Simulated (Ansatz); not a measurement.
# Structural relaxation of random fcc alloy of Pd and Rh (500 atoms), part 2 of 2

Aim: bring random fcc alloy of Pd and Rh (500 atoms) to a nearby minimum of the energy and see what moves.

Ansatz 0.2.0; Kohn-Sham DFT, RPBE, PAW (set soft_2), localised support functions (medium).

The cell: 222 Pd and 278 Rh. The host structure and its lattice constant were typed by rule, without a check against the phase diagram. Sampling is at Γ alone, for a cell whose shortest periodic width is 19 Å.

So far. Step 3 (Relaxation): The relaxation changed the energy by -47.7 meV/atom, and atoms moved by 0.091 Å r.m.s., 0.23 Å at most.

### Step 5. Single point at the relaxed geometry

One more single point at the end of the walk gives the fuller output and checks the residual forces.

The input, input.yaml:

```yaml
crystal:
  lattice:
    - [19.208, 0.0, 0.0]
    - [0.0, 19.208, 0.0]
    - [0.0, 0.0, 19.208]
  atoms:
    - { symbol: Pd, position: [0.00024, 0.99886, 0.99953] }
    - { symbol: Pd, position: [0.00016, 0.0989, 0.10012] }
    - { symbol: Pd, position: [0.10102, 0.99849, 0.09989] }
    - { symbol: Rh, position: [0.1023, 0.09711, 0.99749] }
    - { symbol: Rh, position: [0.00053, 0.99725, 0.19945] }
    - { symbol: Pd, position: [0.0004, 0.09859, 0.30078] }
    - { symbol: Rh, position: [0.1011, 0.99762, 0.30083] }
    - { symbol: Pd, position: [0.10034, 0.09824, 0.20192] }
    - { symbol: Rh, position: [0.00329, 0.9981, 0.40126] }
    - { symbol: Pd, position: [0.00107, 0.09953, 0.5005] }
    - { symbol: Rh, position: [0.10064, 0.99708, 0.50138] }
    - { symbol: Pd, position: [0.10027, 0.09907, 0.40047] }
    - { symbol: Rh, position: [0.00099, 0.99969, 0.59957] }
    - { symbol: Rh, position: [0.99994, 0.10016, 0.69713] }
    - { symbol: Pd, position: [0.09952, 0.99958, 0.69839] }
    - { symbol: Rh, position: [0.09981, 0.09916, 0.59973] }
    - { symbol: Rh, position: [0.00075, 0.99748, 0.79979] }
    - { symbol: Pd, position: [1.0e-05, 0.09936, 0.89952] }
    - { symbol: Rh, position: [0.10049, 0.99915, 0.90014] }
    - { symbol: Pd, position: [0.09946, 0.0988, 0.79922] }
    - { symbol: Pd, position: [0.00064, 0.19959, 0.99854] }
    - { symbol: Pd, position: [0.00143, 0.30021, 0.10012] }
    - { symbol: Pd, position: [0.09978, 0.19836, 0.09907] }
    - { symbol: Rh, position: [0.10018, 0.30246, 0.99969] }
    - { symbol: Rh, position: [0.99928, 0.19981, 0.20163] }
    - { symbol: Pd, position: [0.99889, 0.30007, 0.30174] }
    - { symbol: Pd, position: [0.10042, 0.20032, 0.30137] }
    - { symbol: Pd, position: [0.10038, 0.30031, 0.201] }
    - { symbol: Rh, position: [0.99822, 0.20147, 0.40087] }
    - { symbol: Rh, position: [0.99884, 0.30197, 0.50065] }
    - { symbol: Pd, position: [0.09961, 0.20089, 0.5015] }
    - { symbol: Pd, position: [0.10021, 0.30088, 0.40195] }
    [... 462 atom lines left out ...]
    - { symbol: Pd, position: [0.90089, 0.80064, 0.69873] }
    - { symbol: Rh, position: [0.90398, 0.89969, 0.59902] }
    - { symbol: Rh, position: [0.79926, 0.80104, 0.79935] }
    - { symbol: Pd, position: [0.79934, 0.90047, 0.89892] }
    - { symbol: Pd, position: [0.89994, 0.80031, 0.89921] }
    - { symbol: Rh, position: [0.90109, 0.90019, 0.7993] }
kpoints:
  mp_grid: { grid: [1, 1, 1] }
hamiltonian:
  xc: rpbe
scf:
  occupations: { method: fermi_dirac, width: 0.1 }
  eigensolver: { kind: { support_functions: { accuracy: medium } } }
  max_iter: 150
output:
  forces: true
  stress: true
  populations: true
  dos:
    method: { smearing: { sigma: 0.1 } }
    de: 0.1
    projected: { site_lists: { Pd: [Pd], Rh: [Rh] } }
  write_density: true
  write_potential: true
  volumetric_format: npy
```

Started as:

```bash
> ansatz run input.yaml --threads 32 --pin off --max-ram 143360MiB --backend cuda --events-out ev --progress --plain --runs-dir out
```

Numbers of over 12 decimals in the logs are rounded to 6 here.

The program printed:

```text
[...]
device memory: the entry about to start is reckoned to put 20.6 GiB on a device that reports 182.5 GiB free
GPU FFT provider: cuFFT
GPU libraries: cuBLAS 13.8.1, cuFFT 12.4.0, cuSOLVER 12.3.2
GPU matrix products: emulated (plane waves: as basis.precision tells), large ones in fixed point in workspaces of 1.00 GiB
Crystal: 500 atoms, lattice volume = 7086.739 Å³
Basis set: ecut = 420 eV, 138745 PW (Γ), exchange–correlation on 270×270×270 points (8 copies of the dense FFT grid, shifted against one another)
Bands: 5234, of which v1, the nominal top of the filled ones, is band 4361 counted from 1 (4360 counted from 0)
Symmetry: 1 space group operations
k-points: 1
[...]
GPU buffer pool allocated for 2460375 grid points (all kernels)
[...]
SCF iter   1: F=—  HF=-3332130.801357 eV  |F-HF|=—  |Δ(HF+E_count)|=         —  Δρ=2.16e-1  dr2=1.24e4  ethr=1.00e-1
[...]
SCF iter  14: F=-3331741.206350 eV  HF=-3331741.206353 eV  |F-HF|=2.26e-6  |Δ(HF+E_count)|=   5.90e-2  Δρ=1.02e-5  dr2=5.79e-6  ethr=3.80e-11
SCF 1 converged in 14 iterations: F = -3331741.877461 eV  dr2 = 5.79e-6
[...]
SCF converged after 14 iterations
[...]
Free energy (F): -3331741.877461 eV
[...]
Internal energy: -3331713.645031 eV  (E = F + TS)
E sigma→0 (E₀):  -3331727.761246 eV
Entropy (-TS):   -28.232429 eV (-56.465 meV/atom)
Fermi energy:    21.406726 eV
[...]
--- Forces (eV/Å), atoms counted from 1 ---
[... 500 lines of forces left out ...]
  max |Σ_I F_I| component: 2.79e-1 eV/Å
--- Stress (GPa, compression-positive) ---
       11.581360      -0.023995      -0.005840
       -0.023996      11.594693       0.010244
       -0.005840       0.010245      11.644178
  P = ⅓ Tr σ = 11.6067 GPa (116.067 kbar)
--- Band table (eV) ---
[... left out ...]
[...]
--- Löwdin populations: 500 sites ---
  site symbol       q [e]
[... 500 lines, one an atom, left out ...]
  spilling = 0.011727 (of n_electrons = 8722.000000)
```

Run time: 37 s. Hardware: 1 × NVIDIA GB200 with 32 threads of Arm Neoverse V2, shared host; peak memory 5.9 GiB; 1.8 min of CPU time.

That memory is the host's; the program planned up to 20.6 GiB on the GPU.

The program notes that the forces don't sum to zero within tolerance.

Numbers from this run:

| Property | Result |
| --- | --- |
| free energy | -3331741.8775 eV |
| free energy per atom | -6663.4838 eV/atom |
| SCF cycles | 14 |
| pressure | 11.61 GPa |
| r.m.s. force component | 0.00613 eV/Å |
| longest force | 0.02672 eV/Å |
| Fermi energy | 21.41 eV |
| levels partly filled by over 2 per cent | 327 |
| spilling of the projection | 0.01173 |

Density of states as counts of states in windows of 1 eV (from the Fermi level), total and some projections:

```tsv
from (eV)	to (eV)	total	Rh d	Pd d	Rh s
-18	-8	0.0	0.0	0.0	0.0
-8	-7	13.8	0.0	0.0	12.6
-7	-6	45.3	3.4	2.8	35.4
-6	-5	636.8	273.7	247.1	97.3
-5	-4	855.6	381.0	424.1	32.7
-4	-3	696.2	303.1	362.8	17.6
-3	-2	998.8	504.6	428.3	36.3
-2	-1	787.2	400.8	344.2	19.9
-1	0	704.8	420.7	242.5	22.6
0	1	563.3	388.4	129.4	29.4
1	2	69.7	21.3	5.5	23.6
2	3	192.1	35.1	13.4	49.2
3	4	58.5	6.3	2.4	13.6
4	5	120.4	9.3	3.2	20.6
```

The stored curve holds about 4738 of the 8722 electrons; the rest, give or take the few that broadening carries across the Fermi level, lie in deeper levels below its range.

Not all projections were asked for or kept, so they needn't add up to the total.

The levels nearest the highest filled one (over half full), pooled over k-points and spins:

```tsv
level less the highest filled one (eV)	occupation
-0.0097	1.05
-0.0075	1.04
-0.0073	1.04
-0.003	1.02
-0.0015	1.01
0	1.00
0.0016	0.994
0.0043	0.98
0.0061	0.972
0.0104	0.95
0.0137	0.934
0.0176	0.914
```

Within 0.4 eV of the Fermi level the largest share is Rh d (67 % of the projected weight).

Local excerpt of 13 atoms (numbers count through the whole input) about Pd381, picked at random; x, y, z are measured from there.

```tsv
atom	x	y	z	distance (Å)	bonds
Pd381	0.00	0.00	0.00	0.00	12
Rh284	-1.91	1.91	0.00	2.71	12
Rh384	1.91	1.93	0.02	2.72	12
Rh398	-0.02	1.92	-1.92	2.72	12
Rh283	-1.92	-0.04	1.92	2.72	12
Pd382	-0.01	1.92	1.93	2.72	12
Rh383	1.91	-0.02	1.94	2.72	12
Rh299	-1.92	0.02	-1.92	2.72	12
Pd399	1.93	0.00	-1.94	2.73	12
Pd364	1.93	-1.93	0.01	2.73	12
Pd264	-1.93	-1.93	0.00	2.73	12
Rh362	-0.02	-1.92	1.95	2.74	12
Pd378	-0.02	-1.95	-1.94	2.75	12
```

The column of bonds counts only the pairs Rh-Rh within 3.18 Å, Rh-Pd within 3.18 Å, Pd-Pd within 3.18 Å; other neighbours, such as metal atoms beside each other in a compound, aren't counted, and periodic images can show an atom twice.

### Step 6. Summary of results

| Property | Result |
| --- | --- |
| energy change in the relaxation | -47.72 meV/atom |
| r.m.s. displacement | 0.091 Å |
| largest displacement | 0.235 Å |
| free energy per atom | -6663.4838 eV/atom |
| density | 12.24 g/cm³ |
| pressure | 11.61 GPa |
| r.m.s. force component | 0.00613 eV/Å |
| wall time of the 3 DFT runs | 3.5 min |

Relaxation lowers the energy by 47.7 meV/atom and moves atoms by 0.091 Å r.m.s.; the r.m.s. force component goes from 0.69 to 0.0061 eV/Å, the pressure goes from 13 to 12 GPa. By the final cutoffs no bond was broken or made. The r.m.s. move is of the size of the random displacements put into the start (0.087 Å r.m.s. in three dimensions). First to last step the energy falls by 23.860 eV; the largest move, 0.23 Å, is that of Rh166. The Rh-Rh bonds change most in mean length: from 2.717 Å (spread 0.069) to 2.698 Å (spread 0.028). With the cutoffs above, all Pd atoms have 12 and all Rh atoms have 12 bonded neighbours. 327 levels are partly filled, by over 2 % (at Γ alone), as in a metal.

What to keep in mind: The forces don't sum to zero within the program's tolerance. The pressure of 12 GPa shows the cell to be compressed for this functional.

[Logs are printed without paths, hosts, clocks, repeated set-up lines and the standing remarks that a program may print on its own settings, such as how far it seeks lower states.]

[Hosts, paths, dates, database ids (printed as entryN), source tags and the programs' standing remarks are cut or masked in the printed files.]
